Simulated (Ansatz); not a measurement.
**What do other settings change for SnO2(001) slab (96 atoms)?**

The cell holds 96 atoms: 32 Sn and 64 O. Its edges and angles: a = 9.474 Å, b = 9.474 Å, c = 23.151 Å, α = 90.0°, β = 90.0°, γ = 90.0°. It derives from SnO2 (rutile). Rutile SnO2 (cell 4.737, 4.737, 3.186, 90, 90, 90), (001) slab of 4 repeat layers, 2 x 2 surface cells, 12 Å of vacuum; atoms within 3.5 Å of the bottom held; not relaxed, displaced by a Gaussian of 0.02 Å. Vacuum lies along c.

Geometry: as built.

Reference run: Kohn-Sham DFT, PBE, PAW (set soft_2), plane waves (Ansatz 0.2.0), cutoff 750 eV, Γ point, gaussian smearing of 0.025 eV.

* r.m.s. force component: 0.7832 eV/Å
* SCF cycles: 25
* time: 2.4 min on 4 threads of Arm Neoverse V1, shared host

Q: Estimate how much each variant changes the results, and its time and memory.
- support functions medium
- support functions low
- support functions medium, radius 3.53 Å
- support functions medium, radius 3.82 Å
- support functions medium, radius 4.07 Å
- support functions medium, radius 4.36 Å
- support functions medium, radius 4.91 Å
- support functions medium, radius 5.45 Å

Differences are against the run with plane waves at 750 eV (Kohn-Sham DFT, PBE, PAW (set soft_2), plane waves), whose r.m.s. force component is 0.783 eV/Å. Energies are set beside the reference only for runs with its functional, potentials and electron count. Times are for 4 threads of Arm Neoverse V1, shared host.

```tsv
run	Δ force, r.m.s. (meV/Å)	share of r.m.s. force (%)	Δ energy (meV/atom)	cycles	time	host memory (GiB)
reference	-	-	-	25	2.4 min	6.2
support functions medium	0.338	0.0431	-0.845	33	6.2 min	5.1
support functions low	0.391	0.05	-0.844	28	5.5 min	4.9
support functions medium, radius 3.53 Å	0.389	0.0497	-0.844	32	5.6 min	4.9
support functions medium, radius 3.82 Å	0.3	0.0382	-0.845	30	6.9 min	5.2
support functions medium, radius 4.07 Å	0.293	0.0374	-0.846	31	8.3 min	5.6
support functions medium, radius 4.36 Å	0.327	0.0417	-0.846	29	9.5 min	6.1
support functions medium, radius 4.91 Å	0.337	0.0431	-0.846	30	15 min	7.5
support functions medium, radius 5.45 Å	0.322	0.0412	-0.846	32	27 min	9.4
```

Among numerical settings the force difference runs from 0.29 meV/Å (support functions medium, radius 4.07 Å) to 0.39 meV/Å (support functions low). At 96 atoms the fastest of the runs at a preset level, support functions low, takes 2.3 times the time of plane waves, in 28 SCF cycles against 25. Differences between support functions and plane waves include what basis error the plane-wave run still has. As the radius goes from 3.53 to 5.45 Å, the force difference goes from 0.39 to 0.32 meV/Å (not steadily; the least is 0.29 at 4.07 Å), and the time from 5.6 min to 27 min. 

[Logs are printed without paths, hosts, clocks, repeated set-up lines and the standing remarks that a program may print on its own settings, such as how far it seeks lower states.]

[Hosts, paths, dates, database ids (printed as entryN), source tags and the programs' standing remarks are cut or masked in the printed files.]
